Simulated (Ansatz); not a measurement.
# ScHg (Pm-3m): from the cell to its phonons

Aim: the phonons of ScHg (Pm-3m) at a cell relaxed beforehand at this level. After the zone centre comes a 4×4×4 q mesh on a 12×12×12 k mesh.

Program: Ansatz 0.2.0. Level of theory: DFT PBEsol, scalar-relativistic, plane waves, PAW; PAW set soft_1. Results are calculated unless marked as measured.

**1. The structure**

Symmetry: Pm-3m, No. 221, cubic system. The conventional cell has a = 3.467 Å, b = 3.467 Å, c = 3.467 Å, α = 90.00°, β = 90.00°, γ = 90.00°. Sc has 8 Hg at 3.00 Å nearest. Nearest to Hg lie 8 Sc at 3.00 Å. Farther neighbours are not listed.

**2. Zone-centre response**

The cell comes from relaxations at this level that are not shown. The zone centre comes first: it holds the modes that light can see, as far as symmetry allows. No field response is asked, since the mesh shows no gap.

input.yaml

```yaml
crystal:
  lattice:
    - [3.466997745, 0.0, 0.0]
    - [0.0, 3.466997745, 0.0]
    - [0.0, 0.0, 3.466997745]
  atoms:
    - { symbol: Sc, position: [0.5, 0.5, 0.5] }
    - { symbol: Hg, position: [0.0, 0.0, 0.0] }
kpoints:
  mp_grid: { grid: [12, 12, 12] }
hamiltonian:
  xc: pbesol
  pseudopotentials: { kind: paw, azcp: { folder: soft_1 }, xc_functional: pbe }
scf:
  occupations: { method: methfessel_paxton, width: 0.2 }
output:
  eigenvalues: true
phonons:
  method: dfpt
```

Run with:

```sh
$ ansatz run input.yaml --threads 4 --pin off --max-ram 10240MiB --backend cpu --events-out ev --progress --plain --runs-dir out
```

Numbers of over 12 decimals in the logs are rounded to 6 here.

Log:

```text
Engine: ansatz 0.2.0, aarch64-unknown-linux-gnu
Pseudopotentials: kind: paw
Pseudopotential: Sc, paw, valence charge 11, recommended cutoff 420 eV (normal), soft_1/Sc.paw.azcp
Pseudopotential: Hg, paw, valence charge 20, recommended cutoff 420 eV (normal), soft_1/Hg.paw.azcp
Functional definition: PBEsol
  exchange = pbesol_x
  correlation = pbesol_c
Crystal: 2 atoms, lattice volume = 41.674 Å³
Basis set: ecut = 420 eV, 799 PW (Γ), exchange–correlation on 48×48×48 points (8 copies of the dense FFT grid, shifted against one another)
Bands: 20, of which v1, the nominal top of the filled ones, is band 16 counted from 1 (15 counted from 0)
Symmetry: 48 space group operations
k-points: 196 of 1728 (irreducible under 8 space group operations, time reversal used)
Non-local potential: Sc, projectors of the file, l = 0: 3, l = 1: 2, l = 2: 3, l = 3: 1
Non-local potential: Hg, projectors of the file, l = 0: 3, l = 1: 2, l = 2: 2, l = 3: 1
PAW form: soft (Blöchl's): semilocal exchange-correlation on the pseudo side does not see the compensation charge
PAW frozen core: Sc, regenerated for the run's functional, and the local potential with it (the file was generated under x = pbe(κ = 0.804, μ = 0.219515), c = pbe(β = 0.066725))
PAW frozen core: Hg, regenerated for the run's functional, and the local potential with it (the file was generated under x = pbe(κ = 0.804, μ = 0.219515), c = pbe(β = 0.066725))
PAW one-centre angular grid: Sc, 590 points (default); XC on 64 Gauss nodes
PAW one-centre angular grid: Hg, 590 points (default); XC on 64 Gauss nodes
Initial density: superposition of atomic densities (chi_scale 0.1, normalization cell, long waves kept (reshape's long-wave potential 0.00 eV rms))
Initial wavefunctions: pseudopotential atomic-orbital guess
Functional: x = pbesol(κ = 0.804, μ = 0.123457), c = pbesol(β = 0.046)
SCF iter   1: F=—  HF=-15784.527843 eV  |F-HF|=—  |Δ(HF+E_count)|=         —  Δρ=1.14e-1  dr2=9.64e0  ethr=3.10e-3  ⟨swp⟩=4.0  Hψ=14045  notcnv=0
preconditioner: auto → Kerker (q_TF=auto, 2.597 Å⁻¹)  [metal: Δε(μ)=0.014 eV  Ē_g=5.492 eV  σ=0.200 eV  W_gap=0.06  n_scr=18 (ndim 8)  ℏωp=22.3 eV  f_vac=0.000  D(μ)=4.34/eV (n_scr^D=56)]
SCF iter   2: F=—  HF=-15782.575496 eV  |F-HF|=—  |Δ(HF+E_count)|=    1.95e0  S|Δr|=    0.00e0  Δρ=2.96e-2  dr2=5.72e-1  ethr=3.10e-3  ⟨swp⟩=2.2  Hψ=9263  notcnv=0
SCF iter   3: F=—  HF=-15782.445382 eV  |F-HF|=—  |Δ(HF+E_count)|=   1.30e-1  S|Δr|=    0.00e0  Δρ=1.42e-2  dr2=9.06e-2  ethr=1.85e-3  ⟨swp⟩=2.0  Hψ=6243  notcnv=0
SCF iter   4: F=—  HF=-15782.430517 eV  |F-HF|=—  |Δ(HF+E_count)|=   1.49e-2  S|Δr|=    0.00e0  Δρ=3.18e-3  dr2=2.88e-3  ethr=2.92e-4  ⟨swp⟩=2.2  Hψ=6731  notcnv=0
SCF iter   5: F=—  HF=-15782.430211 eV  |F-HF|=—  |Δ(HF+E_count)|=   3.07e-4  S|Δr|=    0.00e0  Δρ=5.48e-4  dr2=7.88e-5  ethr=9.30e-6  ⟨swp⟩=2.1  Hψ=7401  notcnv=0
SCF iter   6: F=—  HF=-15782.430229 eV  |F-HF|=—  |Δ(HF+E_count)|=   1.84e-5  S|Δr|=    0.00e0  Δρ=2.12e-4  dr2=2.68e-5  ethr=2.54e-7  ⟨swp⟩=2.5  Hψ=6612  notcnv=0
SCF iter   7: F=—  HF=-15782.430223 eV  |F-HF|=—  |Δ(HF+E_count)|=   6.23e-6  S|Δr|=    0.00e0  Δρ=2.48e-5  dr2=3.46e-7  ethr=8.65e-8  ⟨swp⟩=2.0  Hψ=5286  notcnv=0
SCF iter   8: F=—  HF=-15782.430225 eV  |F-HF|=—  |Δ(HF+E_count)|=   2.38e-6  S|Δr|=    0.00e0  Δρ=5.96e-6  dr2=1.43e-8  ethr=1.12e-9  ⟨swp⟩=2.0  Hψ=5348  notcnv=0
SCF iter   9: F=—  HF=-15782.430225 eV  |F-HF|=—  |Δ(HF+E_count)|=  6.33e-10  S|Δr|=    0.00e0  Δρ=9.38e-7  dr2=3.56e-10  ethr=4.61e-11  ⟨swp⟩=2.0  Hψ=4917  notcnv=0
SCF iter  10: F=—  HF=-15782.430225 eV  |F-HF|=—  |Δ(HF+E_count)|=  2.55e-11  S|Δr|=    0.00e0  Δρ=1.70e-7  dr2=1.48e-11  ethr=1.15e-12  ⟨swp⟩=2.0  Hψ=6167  notcnv=0
SCF iter  11: F=-15782.430225 eV  HF=-15782.430225 eV  |F-HF|=1.82e-12  |Δ(HF+E_count)|=  7.28e-12  S|Δr|=    0.00e0  Δρ=3.73e-8  dr2=4.23e-13  ethr=1.00e-12  ⟨swp⟩=4.8  Hψ=14074  notcnv=0
SCF 1 converged in 11 iterations: F = -15782.430225 eV  dr2 = 4.23e-13
  greatest PAW one-centre occupation: 1.000 electrons in one spin orbital (limit 2), on the Hg atom at site 1 (counted from 0), in its partial waves of l = 0
DFPT response loops at Γ: preconditioner auto → Kerker (q_TF=auto, 2.597 Å⁻¹) (partly filled bands, converged f_vac=0.000); β = 1.00, the filter's whole step (`scf.mixing.beta` (0.50) is not read by the response loops under this deck's `scf.mixing.preconditioner`; to damp them name `kerker` or `kerker_dos`, under which they read `scf.mixing.beta`, and type it under 1.00, their step now; both keys bind the ground state too); Broyden in place of MSR1
SCF converged after 11 iterations
Stability not checked: this state was not tested for a lower state beside it, because cold or Methfessel-Paxton smearing, or corrected tetrahedra, fill the levels in a way that the test cannot read (fill_not_monotonic; see scf.lower_state_search)
Free energy (F): -15782.430225 eV
Harris-Foulkes:  -15782.430225 eV  (|F-HF|=1.82e-12)
Internal energy: -15782.427310 eV  (E = F + TS)
E sigma→0 (E₀):  -15782.429496 eV
Entropy (-TS):   -0.002915 eV (-1.457 meV/atom)
Fermi energy:    14.589474 eV
--- Per-component energies (eV) ---
  E_band       = -523.555447
  E_kinetic    = 782.153529
  E_local      = -3282.758828  (includes V_loc(G=0)·N_el)
  E_nonlocal   = 227.438233
  E_hartree    = 1366.395664
  E_xc         = -295.617766
  E_vxc        = -356.265780  (∫ρ·V_xc dr)
  E_paw        = -10777.932859  (= ΣΔE_a)
  E_vpaw       = -626.914337  (= ΣTr[D̂ρ^β])
  E_aug_tail   = 0.000424  (compensation charges beyond the density's cutoff)
  E_ewald      = -3802.563442
  E_core_change = 0.457735  (= ΣΔE_core)
  E_smearing   = -0.002915  (= −TS)
  E_closure    = -0.000000  (closes the sum)
  Σ components = -15782.430225   (vs F -15782.430225, Δ=0.00e0)
--- Band table (eV; the first three rows and the last of 196) ---
  k-point 0: bands = [... 12 lower, 7.4121, 7.4121, 14.9054, 14.9054, 17.0873, 17.0873, 17.0873, 19.5259]
  k-point 1: bands = [... 12 lower, 7.3965, 7.4177, 14.8701, 14.8808, 16.8675, 16.8675, 17.0714, 18.9684]
  k-point 2: bands = [... 12 lower, 7.3543, 7.4331, 14.6399, 14.8132, 16.4258, 16.4258, 17.0278, 18.0105]
  k-point 195: bands = [... 12 lower, 7.9430, 12.7608, 12.7608, 12.7608, 13.7335, 17.6364, 17.6364, 20.0874]
--- Phonons (Γ-DFPT): 2 representative perturbations + reference, on 196 of 1728 k-points (Σ response iterations 6) ---
  k mesh reduced under 8 symmetry operations, with k and −k counted as one. Each operation leaves every solved perturbation unchanged. A smaller set is not used because it would not reduce the number of displacements times k-points to solve
  ASR residual: 9.059e-6 → 0.000e0 eV/Å²; symmetrization residual: 1.641e-6 eV/Å²
  ASR residual per site (eV/Å²): 9.06e-6 6.81e-7
  Γ frequencies (cm⁻¹): 0.00 0.00 0.00 146.21 146.21 146.21
  non-analytic LO–TO correction: not included (Born effective charges unavailable; polar crystals: no LO–TO splitting at Γ)
```

Run time: 9.1 s. Hardware: 4 threads of Arm Neoverse V2, shared host; peak memory 0.74 GiB.

This step gave:

```yaml
volume_per_atom: 20.84 Å³
gap_on_the_k_mesh: 0 eV
sum_rule_residual_before_enforcement: 9.06e-6 eV/Å²
point_group: m-3m
highest_optical_mode_at_the_zone_centre_no_lo_to_term: 146.2 cm⁻¹
lowest_optical_zone_centre_mode: 146.2 cm⁻¹
```

Patterns of degenerate modes are one choice out of their space. Modes at Γ, with each element's share of the kinetic energy:

```csv
mode,frequency (cm⁻¹),symmetry,Sc %,Hg %
1,0.0,acoustic,18,82
2,0.0,acoustic,18,82
3,0.0,acoustic,18,82
4,146.2,T1u,82,18
5,146.2,T1u,82,18
6,146.2,T1u,82,18
```

Displacements in mode 6 (146.2 cm⁻¹), the largest set to 1:
```
Sc1  0.00  0.00  1.00
Hg2  0.00  0.00 -0.22
```

Before it was imposed, the acoustic sum rule was missed by 9.1e-6 eV/Å². Small misses are needed for a sound result but don't prove that mesh and cutoff are converged. The lowest optical mode is real, 146 cm⁻¹.

**3. Phonons on a q mesh**

Stability and thermal properties need the whole zone. Linear response on a 4×4×4 q mesh gives force constants as far as a supercell of that size would.

Edit input.yaml of step 2 so:

```diff
@@ -19 +19,8 @@
   method: dfpt
+  qmesh: [4, 4, 4]
+  temperatures: { t_max: 1000, t_step: 50 }
+  qpath:
+    path:
+      - [[0.0, 0.0, 0.0], [0.0, 0.5, 0.0], [0.5, 0.5, 0.0], [0.0, 0.0, 0.0], [0.5, 0.5, 0.5], [0.0, 0.5, 0.0]]
+      - [[0.5, 0.5, 0.5], [0.5, 0.5, 0.0]]
+    npoints: 10
```

Log:

```text
[...]
Crystal: 2 atoms, lattice volume = 41.674 Å³
Basis set: ecut = 420 eV, 799 PW (Γ), exchange–correlation on 48×48×48 points (8 copies of the dense FFT grid, shifted against one another)
Bands: 20, of which v1, the nominal top of the filled ones, is band 16 counted from 1 (15 counted from 0)
[... 1 set-up line as in the run before ...]
k-points: 84 of 1728
[...]
SCF iter   1: F=—  HF=-15784.527837 eV  |F-HF|=—  |Δ(HF+E_count)|=         —  Δρ=1.14e-1  dr2=9.64e0  ethr=3.10e-3  ⟨swp⟩=4.1  Hψ=6024  notcnv=0
[...]
SCF iter  11: F=-15782.430225 eV  HF=-15782.430225 eV  |F-HF|=1.82e-12  |Δ(HF+E_count)|=    0.00e0  S|Δr|=    0.00e0  Δρ=3.75e-8  dr2=4.26e-13  ethr=1.00e-12  ⟨swp⟩=4.8  Hψ=6007  notcnv=0
SCF 1 converged in 11 iterations: F = -15782.430225 eV  dr2 = 4.26e-13
[...]
phonons: the bands overlap, so this run is a metal and interpolates without the dipole-dipole term. If the crystal is really an insulator or semiconductor, its LO-TO splitting is missing
NSCF: frozen V_eff on 84 k-points
[...]
DFPT response loops at q = (0, 0, 0) (fractional): preconditioner auto → Kerker (q_TF=auto, 2.597 Å⁻¹) (partly filled bands, converged f_vac=0.000); β = 1.00, the filter's whole step (`scf.mixing.beta` (0.50) is not read by the response loops under this deck's `scf.mixing.preconditioner`; to damp them name `kerker` or `kerker_dos`, under which they read `scf.mixing.beta`, and type it under 1.00, their step now; both keys bind the ground state too); Broyden in place of MSR1
[...]
SCF converged after 11 iterations
[...]
Free energy (F): -15782.430225 eV
[...]
Internal energy: -15782.427310 eV  (E = F + TS)
E sigma→0 (E₀):  -15782.429496 eV
Entropy (-TS):   -0.002915 eV (-1.457 meV/atom)
Fermi energy:    14.589474 eV
[...]
--- Band table (eV; the first three rows and the last of 84) ---
  k-point 0: bands = [... 12 lower, 7.4121, 7.4121, 14.9054, 14.9054, 17.0873, 17.0873, 17.0873, 19.5259]
  k-point 1: bands = [... 12 lower, 7.3965, 7.4177, 14.8701, 14.8808, 16.8675, 16.8675, 17.0714, 18.9684]
  k-point 2: bands = [... 12 lower, 7.3543, 7.4331, 14.6399, 14.8132, 16.4258, 16.4258, 17.0278, 18.0105]
  k-point 83: bands = [... 12 lower, 7.9430, 12.7608, 12.7608, 12.7608, 13.7335, 17.6364, 17.6364, 20.0874]
--- Phonons (Γ-DFPT): 2 representative perturbations + reference (Σ response iterations 6) ---
  ASR residual: 1.312e-5 → 0.000e0 eV/Å²; symmetrization residual: 5.213e-7 eV/Å²
  ASR residual per site (eV/Å²): 1.31e-5 3.09e-6
  Γ frequencies (cm⁻¹): 0.00 0.00 0.00 146.21 146.21 146.21
--- Phonons (arbitrary-q DFPT): 10 irreducible q on the 4×4×4 mesh ---
  q = [0.0000, 0.0000, 0.0000] (star 1, of the zone-centre solve; hermiticity 3.61e-7, symmetrization 2.57e-12): -0.00 0.00 0.00 146.21 146.21 146.21
  q = [0.0000, 0.0000, 0.2500] (star 6, 4 solved perturbations in 1848 linear systems a pass and spin channel, the states on 588 of 1728 k-point pairs; hermiticity 1.00e-6, symmetrization 1.65e-12): 45.55 45.55 62.24 150.10 150.10 182.92
[...]
q = [0.0000, 0.2500, -0.5000] (star 12, 6 solved perturbations on 588 of 1728 k-point pairs; hermiticity 9.00e-7, symmetrization 4.49e-7): 46.90 53.40 58.99 138.65 189.57 209.52
[...]
sum rule: each row above includes the acoustic sum rule's correction from the zone centre's row sums; it moved no ω² by more than (0.28 cm⁻¹)²
  mesh force constants: q→R imaginary residual 3.40e-18; ASR residual 1.312e-5 → 0.000e0 eV/Å²; symmetrization residual 6.217e-15 eV/Å²
  interpolated dispersion: 62 rows × 6 modes
  density of states and harmonic sums: on the 20×20×20 q-mesh, interpolated from the force constants of a 4×4×4 supercell (no non-analytic term)
  largest difference from the sums on the solved wave vectors: F 1.32e-2 eV, S 1.72e-5 and C_V 4.01e-6 eV/K
  zero-point energy: 0.042753 eV/cell   skipped modes (ω ≤ 0): 3   left out of the sums: 6.25e-5 of the cell's modes: C_V's classical limit lies that fraction below 3 k_B per atom; for a crystal, a wire or a layer, F and S can be off by more, and a phonons.interpolated_qmesh denser along its periods is the remedy for the sampling
```

Run time: 4.4 min. Hardware: 4 threads; peak memory 2.1 GiB; 17 min of CPU time.

This step gave:

- sum-rule residual before enforcement: 1.31e-5 eV/Å²
- lowest frequency on the path: 0 cm⁻¹
- highest frequency on the path or at a solved wavevector: 218.3 cm⁻¹
- mean frequency: 114.9 cm⁻¹
- Debye temperature (second moment): 246 K
- logarithmic mean frequency: 94.1 cm⁻¹
- lowest mode on the q mesh (acoustic modes at Γ apart): 26.31 cm⁻¹
- zero-point energy per atom: 21.38 meV
- heat capacity at 300 K: 24.13 J/(mol atoms K)
- vibrational entropy at 300 K: 45.20 J/(mol atoms K)
- edges of the widest gap between branches, on path and mesh: 71, 116.6 cm⁻¹

Frequencies (cm⁻¹) solved at each irreducible wavevector; negative means imaginary. Frequencies by wavevector, by row:

```csv
q in reciprocal lattice units,star,mode 1,mode 2,mode 3,mode 4,mode 5,mode 6
0 0 0,1,0,0,0,146.2,146.2,146.2
0 0 0.25,6,45.5,45.5,62.2,150.1,150.1,182.9
0 0 -0.5,3,60.6,60.6,71,158.6,158.6,218.3
0 0.25 0.25,12,31.8,52.4,69.1,145.7,179.2,188.8
0 0.25 -0.5,12,46.9,53.4,59,138.7,189.6,209.5
0 -0.5 -0.5,3,26.3,26.3,57.9,116.6,213.6,213.6
0.25 0.25 0.25,8,53.6,53.6,58.3,179.8,179.8,179.8
0.25 0.25 -0.5,12,32,51.5,67.9,176,180.5,204.9
0.25 -0.5 -0.5,6,46,46,66.5,165,200.4,200.4
-0.5 -0.5 -0.5,1,62.6,62.6,62.6,190.5,190.5,190.5
```

Interpolated from a 4×4×4 q mesh. Phonon branches along the path, in cm⁻¹:

```csv
point,branch 1,branch 2,branch 3,branch 4,branch 5,branch 6
Γ,0,0,0,146,146,146
halfway,46,46,62,150,150,183
X,61,61,71,159,159,218
halfway,47,53,59,139,190,210
M,26,26,58,117,214,214
halfway,32,52,69,146,179,189
Γ,0,0,0,146,146,146
halfway,54,54,58,180,180,180
R,63,63,63,190,190,190
halfway,32,52,68,176,180,205
X,61,61,71,159,159,218
jump to R,63,63,63,190,190,190
halfway,46,46,66,165,200,200
M,26,26,58,117,214,214
```

The phonon branches as a text plot (rows in cm⁻¹):

```
    214 |      ***********                            ****     **
    205 |     *      *   **                        ***       **
    196 |    *      *     ***               *   ***        **
    186 |   *              ***           ***********      **
    177 |          *         **        **          ***      *
    168 |         *           **     ***             **      *
    159 |  *   ***             **   ***                ***
    150 |******   *          ********
    141 |          *       **                                 *
    132 |           *     *                                    *
    123 |            ** **                                      *
    114 |              *
    105 |
     96 |
     86 |
     77 |
     68 |    *****         ****      ***         ****** ** ***
     59 |   * ***************  *    *   ***********   ******  ***
     50 |   **     **        ** *      ******     *****     **
     41 |  *        **   *     *     **            *
     32 | **         ** ******* *  *                **        ***
     23 | *            **      * *  *
     14 |*                      ** *
      5 |                        **
         Γ      X      M          Γ            R        X|R     M
```

Tetrahedra on a 20×20×20 mesh, mean over bins of 2 cm-1. Interpolated from a 4×4×4 q mesh. Table of phonon density of states by wavenumber; read off at these points:

```csv
wavenumber (cm⁻¹),phonon density of states (1/cm⁻¹/cell)
1.0,0
7.0,1.3e-4
13.0,9.5e-4
19.0,0.00236
25.0,0.00474
31.0,0.0275
37.0,0.0603
41.0,0.0688
43.0,0.0615
49.0,0.0583
55.0,0.0810
59.0,0.116
65.0,0.110
71.0,0.00109
77.0,0
83.0,0
89.0,0
95.0,0
101.0,0
107.0,0
113.0,0
119.0,0.00131
125.0,0.00361
131.0,0.00584
137.0,0.00865
143.0,0.0133
149.0,0.0509
155.0,0.0464
161.0,0.0358
165.0,0.0325
171.0,0.0322
177.0,0.0320
183.0,0.0341
189.0,0.0392
195.0,0.0507
201.0,0.0522
207.0,0.0589
213.0,0.0129
219.0,2.0e-5
```

The partial phonon density of states has structure finer than the step of the table below, so its rows give means over 5 cm⁻¹, whole bins alone (the curve runs from -10 to 234 cm⁻¹). Peaks (cm⁻¹: height): Hg 59.1: 0.105; Sc 157.4: 0.0441, 166.7: 0.0370, 180.5: 0.0382, 192.8: 0.0518, 202.0: 0.0527.

Phonopy on the run's constants, 17x17x17 mesh, Gaussian sigma 2.0 cm-1. Interpolated from a 4×4×4 q mesh. Table of partial phonon density of states by wavenumber; means over each step; values in 1/cm⁻¹/cell:

```csv
wavenumber (cm⁻¹),Hg,Sc
-5,1.3e-5,1.4e-6
0,7.4e-5,1.6e-5
5,8.8e-5,1.8e-5
10,5.6e-4,1.2e-4
15,0.00121,2.5e-4
20,0.00251,5.0e-4
25,0.00646,9.8e-4
30,0.0245,0.00303
35,0.0470,0.00538
40,0.0559,0.00580
45,0.0554,0.00474
50,0.0626,0.00390
55,0.0821,0.00317
60,0.102,0.00188
65,0.0930,9.5e-4
70,0.0339,2.1e-4
75,0.00126,5.0e-6
80,5.0e-7,0
85,0,0
90,0,0
95,0,0
100,0,0
105,0,0
110,0,7.1e-6
115,0,3.4e-4
120,2.3e-6,0.00206
125,1.7e-5,0.00399
130,4.1e-5,0.00522
135,9.6e-5,0.00803
140,2.3e-4,0.0109
145,0.00125,0.0211
150,0.00297,0.0407
155,0.00255,0.0415
160,0.00214,0.0360
165,0.00204,0.0325
170,0.00200,0.0311
175,0.00171,0.0278
180,0.00202,0.0355
185,0.00167,0.0320
190,0.00198,0.0441
195,0.00231,0.0467
200,0.00262,0.0491
205,0.00288,0.0518
210,0.00207,0.0380
215,3.8e-4,0.00967
220,7.1e-6,8.7e-4
225,0,9.5e-6
230,0,0
```

Second derivatives of the energy by pair, one row for each kind of neighbour of each atom listed. Each entry sums the pair over the periodic images of the supercell that the q mesh stands for, and in a polar crystal it holds the long-range dipole part too. Force constants by pair, by row:

```csv
atom,neighbour,distance (Å),third of the trace (eV/Å²),along the pair's line (eV/Å²)
Sc1,itself,0,5.079,–
Sc1,Hg,3.003,-0.3623,-1.433
Sc1,Sc,3.467,-0.2066,-0.8416
Sc1,Sc,4.903,-0.0508,-0.0497
Sc1,Hg,5.749,-5.00e-4,0.013
Sc1,Sc,6.005,-0.0519,-0.1775
Sc1,Sc,6.934,0.0041,-0.0605
Hg2,itself,0,3.223,–
Hg2,Sc,3.003,-0.3623,-1.433
Hg2,Hg,3.467,0,-0.1395
Hg2,Hg,4.903,-0.0041,8.00e-4
Hg2,Sc,5.749,-5.00e-4,0.013
Hg2,Hg,6.005,0.0055,0.0019
Hg2,Hg,6.934,-0.0701,-0.2545
```

Harmonic thermodynamic functions per atom, from the density of states. Interpolated from a 4×4×4 q mesh. Thermodynamic functions, by row:

```csv
T (K),F_vib (meV/atom),S (J/mol-atom/K),C_V (J/mol-atom/K)
0,21.38,0,0
50,19.5,9.573,12.45
100,11.55,20.64,19.3
200,-18.25,35.58,23.2
300,-60.42,45.2,24.13
400,-111,52.2,24.48
500,-168.1,57.68,24.64
600,-230.3,62.18,24.73
700,-296.8,66,24.79
800,-366.9,69.31,24.82
900,-440.3,72.24,24.85
1000,-516.5,74.86,24.87
```

Harmonic mean-square displacement, third of the trace. Interpolated from a 4×4×4 q mesh. Mean square displacements, by row:

```csv
T (K),Sc1 U_eq (Å²),Hg2 U_eq (Å²)
0,0.00252,0.00166
100,0.00437,0.00533
300,0.01096,0.01546
600,0.02148,0.03083
```

Symmetry leaves 10 wavevectors to solve. The lowest mode among them, the acoustic zeros apart, lies at q = (0, -0.5, -0.5) and is real, 26.3 cm⁻¹.

**4. Summary of results**

```yaml
space_group_within_0p01_a: Pm-3m
volume_per_atom: 20.8 Å³
electronic_character: no gap on this mesh
highest_optical_mode_at_the_zone_centre_no_lo_to_term: 146 cm⁻¹
lowest_optical_zone_centre_mode: 146 cm⁻¹
lowest_mode_on_the_q_mesh_acoustic_modes_at_gamma_apart: 26.3 cm⁻¹
highest_frequency_on_the_path_or_at_a_solved_wavevector: 218 cm⁻¹
zero_point_energy_per_atom: 21.4 meV
heat_capacity_at_300_k: 24.1 J/(mol atoms K)
vibrational_entropy_at_300_k: 45.2 J/(mol atoms K)
debye_temperature_second_moment: 246 K
imaginary_modes_on_the_4x4x4_q_mesh: none
```

What this shows: The structure is a minimum as far as tested: no mode is imaginary at the 10 irreducible wavevectors of the 4×4×4 mesh, and the softest away from the acoustic zeros lies at 26 cm⁻¹. The optical modes at Γ form one degenerate level at 146 cm⁻¹. The highest mode in this list at Γ, 146.2 cm⁻¹, is mostly motion of Sc (82 % of the kinetic energy). On the path and the mesh, the widest gap between branches runs from 71 to 117 cm⁻¹. With no gap, or one that is small against the smearing, the frequencies hang on the k mesh and the smearing, most of all near Kohn anomalies. The phonon runs are without spin polarisation, although the cell has an odd electron count. Spin-orbit coupling is left out, which can matter for the heavy elements here. The PAW files were made for PBE and serve the other functionals too. These are harmonic frequencies at zero temperature: anharmonic shifts, linewidths and thermal expansion are left out.

[Logs are printed without paths, hosts, clocks, repeated set-up lines and the standing remarks that a program may print on its own settings, such as how far it seeks lower states.]

[Hosts, paths, dates, database ids (printed as entryN), source tags and the programs' standing remarks are cut or masked in the printed files.]
